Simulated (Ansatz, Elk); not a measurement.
# SbPb2: X-ray structure factors from the self-consistent density

Structure refinements treat a crystal as free atoms side by side. For a made-up structure of SbPb2 (cell and positions from a PBEsol relaxation) the runs below show what the calculated density changes in F(hkl).

Program: Elk 11.2.3 (patched build). Level of theory: DFT, PBE, all-electron APW+lo, Dirac cores, scalar-relativistic bands, static density, no spin. Results are calculated unless marked as measured.

The structure was built from a prototype and need not be the compound's stable phase.

## (1) Starting point

The structure is tetragonal, space group I4/mmm (No. 139). The conventional cell has a = 4.694 Å, b = 4.694 Å, c = 16.698 Å, α = 90.00°, β = 90.00°, γ = 90.00°. Nearest to Pb lie 8 Pb at 3.32 to 3.69 Å and 4 Sb at 3.35 Å. Nearest to Pb lie 5 Sb at 3.12 to 3.35 Å and 4 Pb at 3.69 Å. Nearest to Sb lie 9 Pb at 3.12 to 3.35 Å. Farther neighbours are not listed.

## (2) Ground state and structure factors

An all-electron density is needed, since X-rays see the cores too. Task 0 finds the density and task 195 Fourier-transforms it; tshift is off so that phases refer to the origin typed.

The input, elk.in:

```
tasks
  0
  195

xctype
  20

spinpol
  .false.

rgkmax
  7.0

gmaxvr
  14.0

lmaxo
  7

lmaxapw
  8

swidth
  0.002

tshift
  .false.

ramdisk
  .false.

hmaxvr
  5.5

maxscl
  120

epspot
  1e-06

sppath
  './'

avec
  -4.43514639226 4.43514639226 15.77773826537
  4.43514639226 -4.43514639226 15.77773826537
  4.43514639226 4.43514639226 -15.77773826537

atoms
  2
  'Pb.in'
  4
  0.5000000000 -0.0000000000 0.5000000000   0.000000 0.000000 0.000000
  0.8295291443 0.8295291443 0.0000000000   0.000000 0.000000 0.000000
  -0.0000000000 0.5000000000 0.5000000000   0.000000 0.000000 0.000000
  0.1704708557 0.1704708557 0.0000000000   0.000000 0.000000 0.000000
  'Sb.in'
  2
  0.6427877657 0.6427877657 -0.0000000000   0.000000 0.000000 0.000000
  0.3572122343 0.3572122343 -0.0000000000   0.000000 0.000000 0.000000

ngridk
  7 7 7
```

Run with:

```sh
$ OMP_NUM_THREADS=4 elk
```

Numbers of over 12 decimals in the logs are rounded to 6 here.

What it wrote:

```text
┌─────────────────────────┐
│ Elk code version 11.2.3 │
└─────────────────────────┘

All units are atomic (Hartree, Bohr, etc.)

┌─────────────────────────────────────────────────┐
│ Ground-state run starting from atomic densities │
└─────────────────────────────────────────────────┘

Lattice vectors :
  -4.435146392       4.435146392       15.77773827
   4.435146392      -4.435146392       15.77773827
   4.435146392       4.435146392      -15.77773827

Reciprocal lattice vectors :
  0.2501464211E-16  0.7083402386      0.1991155260
  0.7083402386      0.2501464211E-16  0.1991155260
  0.7083402386      0.7083402386      0.7520654529E-17

Unit cell volume      :    1241.425487
Brillouin zone volume :   0.1998107950

Muffin-tin inner radius fraction :   0.1000000000E-01

Nuclei treated as point charges

Species : 1 (Pb)
 parameters loaded from : Pb.in
 name : lead
 nuclear charge    :   -82.00000000
 electronic charge :    82.00000000
 atomic mass :    377702.4943
 muffin-tin radius :    2.800000000
 number of radial points in muffin-tin :   1393
 inner part over the whole radius :   0.9993555083E-02
 number on inner part of muffin-tin    :   1001
 approximate nuclear radius :   0.1047603524E-03
 number of mesh points to nuclear radius :    525
 atomic positions (lattice), magnetic fields (Cartesian) :
  1 :   0.50000000  0.00000000  0.50000000    0.00000000  0.00000000  0.00000000
  2 :  -0.17047086 -0.17047086  0.00000000    0.00000000  0.00000000  0.00000000
  3 :   0.00000000  0.50000000  0.50000000    0.00000000  0.00000000  0.00000000
  4 :   0.17047086  0.17047086  0.00000000    0.00000000  0.00000000  0.00000000

Species : 2 (Sb)
 parameters loaded from : Sb.in
 name : antimony
 nuclear charge    :   -51.00000000
 electronic charge :    51.00000000
 atomic mass :    221954.9021
 muffin-tin radius :    2.600000000
 number of radial points in muffin-tin :   1193
 inner part over the whole radius :   0.9886087340E-02
 number on inner part of muffin-tin    :    850
 approximate nuclear radius :   0.8886795689E-04
 number of mesh points to nuclear radius :    429
 atomic positions (lattice), magnetic fields (Cartesian) :
  1 :  -0.35721223 -0.35721223  0.00000000    0.00000000  0.00000000  0.00000000
  2 :   0.35721223  0.35721223  0.00000000    0.00000000  0.00000000  0.00000000

Total number of atoms per unit cell :    6
Total muffin-tin volume :    515.0536436
 ratio of muffin-tin to unit cell volume :   0.4148888911

Spin treatment :
 spin-unpolarised

Number of Bravais lattice symmetries :   16
Number of crystal symmetries         :   16
Crystal has inversion symmetry
Real symmetric eigensolver will be used

k-point grid :      7     7     7
k-point offset :    0.000000000       0.000000000       0.000000000
k-point set is reduced with full crystal symmetry group
Total number of k-points :       40

Muffin-tin radius times maximum |G+k| :    7.000000000
 using average radius
Maximum |G+k| for APW functions       :    2.560975610
Maximum (1/2)|G+k|²                   :    3.279298037
Maximum |G| for potential and density :    14.00000000
Constant for pseudocharge density :   10
 order of it for each species :   17  17
 order of it for pair densities of each species (exact exchange by exxq0 0: 18) :   10   8
Radial integration step length :    1

G-vector grid sizes :     80    80    80
Number of G-vectors :    57447

Maximum angular momentum used for
 APW functions            :    8
 outer part of muffin-tin :    7
 inner part of muffin-tin :    2

Total nuclear charge    :   -430.0000000
Total core charge       :    344.0000000
Total valence charge    :    86.00000000
Total excess charge     :    0.000000000
Total electronic charge :    430.0000000

Effective Wigner radius, rₛ :   0.8833263737

Number of empty states         :     24
Total number of valence states :     68
Total number of core states    :    344

Third-order local-orbitals added for an l without core states : T
Total number of local-orbitals :     90

[...]
xc potential                :     -2519.2916868356
 exchange                    :     -1876.9758028176
 correlation                 :     -25.734846395802
 electron entropic           :    -0.11208381275841E-02
 total energy                :     -96685.799302283

Density of states at Fermi energy :    85.26997760
 (states/Hartree/unit cell)

Estimated indirect band gap :   0.1144893300E-02
 from k-point 26 to k-point 4
Estimated direct band gap   :   0.1600932174E-02
 at k-point 26

Charges :
 core                        :    344.0000000
 valence                     :    86.00000000
 interstitial                :    11.05655421
 muffin-tins (core leakage)
  species : 1 (Pb)
[...]
species : 2 (Sb)
[...]
total in muffin-tins        :    418.9434458
 total calculated charge     :    429.9929945
 total charge                :    430.0000000
 error                       :   0.7005541891E-02

RMS change in Kohn-Sham potential (target) :   0.1488908881     (  0.1000000000E-05)
Absolute change in total energy (target)   :    2.221817911     (  0.1000000000E-03)

[... loops 3 to 15 left out ...]

┌──────────────────┐
│ Loop number : 16 │
└──────────────────┘

Energies :
 Fermi                       :     0.227222
 sum of occupied eigenvalues :     -59634.234609262
 electron kinetic            :      111164.26832793
 core electron kinetic       :      110350.16275680
 Coulomb                     :     -205943.26985375
 Coulomb potential           :     -168309.12603768
 nuclear-nuclear             :     -7557.3889400767
 electron-nuclear            :     -228593.19609456
 Hartree                     :      30207.315180880
 Madelung                    :     -121788.70683492
 xc potential                :     -2489.3768995158
 exchange                    :     -1877.1382179639
 correlation                 :     -25.736658204880
 electron entropic           :    -0.11681991317113E-02
 total energy                :     -96681.877570191

Density of states at Fermi energy :    89.45468763
 (states/Hartree/unit cell)

Estimated indirect band gap :   0.1258197474E-02
 from k-point 36 to k-point 26
Estimated direct band gap   :   0.2608145463E-02
 at k-point 26

Charges :
 core                        :    344.0000000
 valence                     :    86.00000000
 interstitial                :    10.87760016
 muffin-tins (core leakage)
  species : 1 (Pb)
[...]
species : 2 (Sb)
[...]
total in muffin-tins        :    419.1223998
 total calculated charge     :    429.9932387
 total charge                :    430.0000000
 error                       :   0.6761334515E-02

RMS change in Kohn-Sham potential (target) :   0.8034904918E-07 (  0.1000000000E-05)
Absolute change in total energy (target)   :   0.8639437146E-04 (  0.1000000000E-03)

Convergence targets achieved

┌──────────────────┐
│ Loop number : 17 │
└──────────────────┘

Energies :
 Fermi                       :     0.227222
 sum of occupied eigenvalues :     -59634.234610683
 electron kinetic            :      111164.26832332
 core electron kinetic       :      110350.16275606
 Coulomb                     :     -205943.26984927
 Coulomb potential           :     -168309.12603479
 nuclear-nuclear             :     -7557.3889400767
 electron-nuclear            :     -228593.19608803
 Hartree                     :      30207.315178831
 Madelung                    :     -121788.70683188
 xc potential                :     -2489.3768992135
 exchange                    :     -1877.1382179611
 correlation                 :     -25.736658199126
 electron entropic           :    -0.11681992424921E-02
 total energy                :     -96681.877570314

Density of states at Fermi energy :    89.45470043
 (states/Hartree/unit cell)

Estimated indirect band gap :   0.1258188882E-02
 from k-point 36 to k-point 26
Estimated direct band gap   :   0.2608135553E-02
 at k-point 26

Charges :
 core                        :    344.0000000
 valence                     :    86.00000000
 interstitial                :    10.87759979
 muffin-tins (core leakage)
  species : 1 (Pb)
[...]
atom 4                    :    80.26090722     (  0.1175572879E-02)
  species : 2 (Sb)
   atom 1                    :    48.96623165     (  0.7828651164E-03)
   atom 2                    :    48.96623165     (  0.7828651164E-03)
 total in muffin-tins        :    419.1224002
 total calculated charge     :    429.9932387
 total charge                :    430.0000000
 error                       :   0.6761334653E-02

┌──────────────────────────────┐
│ Self-consistent loop stopped │
└──────────────────────────────┘

Warning : core states of species 1 leak from the muffin-tin :   0.1184333251E-02

Warning : core states of species 2 leak from the muffin-tin :   0.7828651164E-03

Wrote STATE.OUT
```

Elapsed: 50 s, on 4 threads of AMD EPYC 9B45 (Zen 5), shared host; peak memory 0.41 GiB; 2.3 min of CPU time.

SFACRHO.OUT:

```text

h k l indices transformed by vhmat matrix:
   1.000000000       0.000000000       0.000000000    
   0.000000000       1.000000000       0.000000000    
   0.000000000       0.000000000       1.000000000    

      h      k      l  multipl.   |H|            Re(F)            Im(F)           |F|

      0      0      0      1   0.0000000       430.00000      0.11331502E-15   430.00000    
     -1     -1      1      2  0.39823105       51.723976      0.43070599E-13   51.723976    
     -1      0      1      8  0.73579405       15.276715     -0.38763539E-13   15.276715    
     -2     -2      2      2  0.79646210       5.7520424     -0.60298838E-13   5.7520424    
      2      1     -2      8  0.92658989      -67.751456     -0.23904182E-12   67.751456    
      1     -1      0      4   1.0017444       88.176639      0.15516647E-13   88.176639    
     -2      0      1      8   1.0779980      -242.82714      0.43070599E-13   242.82714    
      3      3     -3      2   1.1946932       335.49376      0.14213298E-12   335.49376    
     -2     -3      3      8   1.2218513       103.75665     -0.60298838E-13   103.75665    
      2      2     -1      8   1.2797827      -272.96205      0.64605898E-13   272.96205    
     -1      1      1      4   1.4166805       353.85694     -0.30990972E-13   353.85694    
      0     -2      2      8   1.4715881       44.577426      0.25842359E-13   44.577426    
      2      4     -3      8   1.5590970       46.955863      0.15936122E-12   46.955863    
     -4     -3      4      8   1.5634732      -31.151817     -0.34575933E-12   31.151817    
      4      4     -4      2   1.5929242       94.155721     -0.40486363E-12   94.155721    
     -1      0      2     16   1.5963635       15.383884     -0.60298838E-13   15.383884    
     -3     -1      1      8   1.6252186       8.0151173     -0.43070599E-14   8.0151173    
     -3      0      2     16   1.6927943      -61.902276      0.15505416E-12   61.902276
```

Elk indexes on the primitive cell of elk.in and gives |H| = 4π sin θ/λ in inverse bohr. Below, one row stands for each form hkl of the conventional cell (m members, Friedel mates merged), F is for one primitive cell and the density is static (no thermal factor). Free-atom factors are Waasmaier and Kirfel's, and R is Σm||F|−|F'||/Σm|F|.

| hkl | m | sin θ/λ (Å⁻¹) | abs F, DFT | neutral atoms | diff. |
| --- | --- | --- | --- | --- | --- |
| 002 | 2 | 0.060 | 51.724 | 51.760 | -0.036 |
| 101 | 8 | 0.111 | 15.277 | 15.479 | -0.202 |
| 004 | 2 | 0.120 | 5.752 | 6.053 | -0.301 |
| 103 | 8 | 0.139 | 67.751 | 68.074 | -0.322 |
| 110 | 4 | 0.151 | 88.177 | 88.032 | +0.145 |
| 112 | 8 | 0.162 | 242.827 | 243.060 | -0.233 |
| 006 | 2 | 0.180 | 335.494 | 335.781 | -0.287 |
| 105 | 8 | 0.184 | 103.757 | 103.837 | -0.080 |
| 114 | 8 | 0.193 | 272.962 | 273.212 | -0.250 |
| 200 | 4 | 0.213 | 353.857 | 354.267 | -0.410 |
| 202 | 8 | 0.221 | 44.577 | 44.668 | -0.091 |
| 116 | 8 | 0.234 | 46.956 | 47.051 | -0.095 |
| 107 | 8 | 0.235 | 31.152 | 31.315 | -0.163 |
| 008 | 2 | 0.239 | 94.156 | 94.154 | +0.002 |
| 211 | 16 | 0.240 | 15.384 | 15.328 | +0.056 |
| 204 | 8 | 0.244 | 8.015 | 7.912 | +0.103 |
| 213 | 16 | 0.255 | 61.902 | 61.843 | +0.059 |
| 206 | 8 | 0.279 | 297.273 | 297.371 | -0.098 |

## (3) The highest occupied states alone

An energy window below the Fermi level keeps the highest occupied states, to see at which angles they scatter; shallow core shells can lie inside it and anion s states outside. No new self-consistency is needed.

Changes to elk.in since step 2:

```diff
@@ -1,3 +1,2 @@
 tasks
-  0
   195
@@ -40,2 +39,5 @@
 
+wsfac
+  -0.213770 0.527220
+
 sppath
```

Run with:

```sh
$ OMP_NUM_THREADS=4 elk
```

What it wrote:

```text
┌─────────────────────────────────┐
│ Elk code version 11.2.3 started │
└─────────────────────────────────┘

Info(readinput): the functional depends on the density's gradient
 muffin-tin radial points multiplied by    2.00000
 (not where nrmtscf is given)

┌────────────────────┐
│ Current task : 195 │
└────────────────────┘

Info(sfacrho): density structure factors written to SFACRHO.OUT

 Energy window :  -0.2137700000      0.5272200000

┌──────────────────┐
│ Elk code stopped │
└──────────────────┘
```

The job ended after 12 s (4 threads; peak memory 0.26 GiB; 15 s of CPU time).

States within 12 eV below the Fermi level hold 25.98 electrons; any levels below the window count with the cores. Their amplitudes can exceed the total, where window and core parts have opposite phase:

| hkl | sin θ/λ (Å⁻¹) | abs F, window | abs F, all |
| --- | --- | --- | --- |
| 002 | 0.060 | 1.100 | 51.724 |
| 101 | 0.111 | 1.418 | 15.277 |
| 004 | 0.120 | 2.229 | 5.752 |
| 103 | 0.139 | 0.783 | 67.751 |
| 110 | 0.151 | 2.664 | 88.177 |
| 112 | 0.162 | 2.567 | 242.827 |
| 006 | 0.180 | 2.577 | 335.494 |
| 105 | 0.184 | 0.738 | 103.757 |
| 114 | 0.193 | 1.623 | 272.962 |
| 200 | 0.213 | 0.705 | 353.857 |

## (4) Another functional

The difference from free atoms is small, so it is set against the change that LDA (Perdew-Wang) makes.

Changes to elk.in since step 3:

```diff
@@ -1,2 +1,3 @@
 tasks
+  0
   195
@@ -4,3 +5,3 @@
 xctype
-  20
+  3
 
@@ -39,5 +40,2 @@
 
-wsfac
-  -0.213770 0.527220
-
 sppath
```

Run with:

```sh
$ OMP_NUM_THREADS=4 elk
```

What it wrote:

```text
┌─────────────────────────┐
│ Elk code version 11.2.3 │
└─────────────────────────┘

All units are atomic (Hartree, Bohr, etc.)

┌─────────────────────────────────────────────────┐
│ Ground-state run starting from atomic densities │
└─────────────────────────────────────────────────┘

Lattice vectors :
  -4.435146392       4.435146392       15.77773827
   4.435146392      -4.435146392       15.77773827
   4.435146392       4.435146392      -15.77773827

Reciprocal lattice vectors :
  0.2501464211E-16  0.7083402386      0.1991155260
[...]
species : 2 (Sb)
   atom 1                    :    48.98189209     (  0.7959333514E-03)
   atom 2                    :    48.98189209     (  0.7959333514E-03)
 total in muffin-tins        :    419.2227023
 total calculated charge     :    429.9931669
 total charge                :    430.0000000
 error                       :   0.6833146986E-02

┌──────────────────────────────┐
│ Self-consistent loop stopped │
└──────────────────────────────┘

Warning : core states of species 1 leak from the muffin-tin :   0.1194208004E-02

Warning : core states of species 2 leak from the muffin-tin :   0.7959333514E-03

Wrote STATE.OUT
[key lines of the parts left out:]
total energy                :     -96625.926765321
```

It took 31 s on 4 threads; peak memory 0.3 GiB.

Against the first run R = 0.01 %; the largest change is -0.071 at 220.

## (5) A coarser k-mesh

About half the k-points along each axis test the sampling.

Changes to elk.in since step 4:

```diff
@@ -5,3 +5,3 @@
 xctype
-  3
+  20
 
@@ -62,2 +62,2 @@
 ngridk
-  7 7 7
+  4 4 4
```

Run with:

```sh
$ OMP_NUM_THREADS=4 elk
```

What it wrote:

```text
┌─────────────────────────┐
│ Elk code version 11.2.3 │
└─────────────────────────┘

All units are atomic (Hartree, Bohr, etc.)

┌─────────────────────────────────────────────────┐
│ Ground-state run starting from atomic densities │
└─────────────────────────────────────────────────┘

Lattice vectors :
  -4.435146392       4.435146392       15.77773827
   4.435146392      -4.435146392       15.77773827
   4.435146392       4.435146392      -15.77773827

Reciprocal lattice vectors :
  0.2501464211E-16  0.7083402386      0.1991155260
[...]
species : 2 (Sb)
   atom 1                    :    48.96343140     (  0.7827165093E-03)
   atom 2                    :    48.96343140     (  0.7827165093E-03)
 total in muffin-tins        :    419.1186927
 total calculated charge     :    429.9932394
 total charge                :    430.0000000
 error                       :   0.6760593803E-02

┌──────────────────────────────┐
│ Self-consistent loop stopped │
└──────────────────────────────┘

Warning : core states of species 1 leak from the muffin-tin :   0.1184227641E-02

Warning : core states of species 2 leak from the muffin-tin :   0.7827165093E-03

Wrote STATE.OUT
[key lines of the parts left out:]
total energy                :     -96681.879553753
```

The job ended after 33 s (4 threads; peak memory 0.41 GiB).

Against the first run R = 0.00 %; the largest change is -0.021 at 004.

## (6) Settings against the effect

| run | R against the first run (%) | R against neutral atoms, low angle (%) | wall time |
| --- | --- | --- | --- |
| PBE, rgkmax 7 | 0.00 | 0.12 | 50 s |
| LDA (Perdew-Wang) | 0.01 | 0.12 | 31 s |
| k-mesh 4×4×4 | 0.00 | 0.12 | 33 s |

## (7) Results

```json
{
 "R against neutral atoms, sin θ/λ < 0.3 Å⁻¹": "0.12 %",
 "R against neutral atoms, 0.3 to 0.63 Å⁻¹": "0.04 %"
}
```

What this shows: Independent neutral atoms miss the calculated amplitudes by R = 0.12 % below 0.3 Å⁻¹ and 0.04 % from there to 0.63 Å⁻¹; by shells, 0.62 % below 0.15 Å⁻¹ (4 forms), 0.09 % 0.15 to 0.3 (18 forms), 0.03 % 0.3 to 0.45 (38 forms), 0.04 % above 0.45 (89 forms). Bonding, aspherical density and the tables' own atoms all enter these figures, and the runs don't part them. The largest change of an amplitude is -0.41 electrons, at 200. The window's part falls from 26.0 electrons at the origin to at most 0.48 between 0.45 and 0.63 Å⁻¹. Below 0.3 Å⁻¹ the changes that finished (LDA (Perdew-Wang) and k-mesh 4×4×4) move F by R = 0.01 % at most, against the 0.12 % that separates it from free atoms. The basis has no finished test. Spin-orbit coupling is left out, which can matter for elements this heavy. Part of the difference isn't bonding: the tables are fits to free atoms and ions calculated by other methods than this functional. Thermal motion, anomalous dispersion and extinction are left out.

[Logs are printed without paths, hosts, clocks, repeated set-up lines and the standing remarks that a program may print on its own settings, such as how far it seeks lower states.]

[Hosts, paths, dates, database ids (printed as entryN), source tags and the programs' standing remarks are cut or masked in the printed files.]
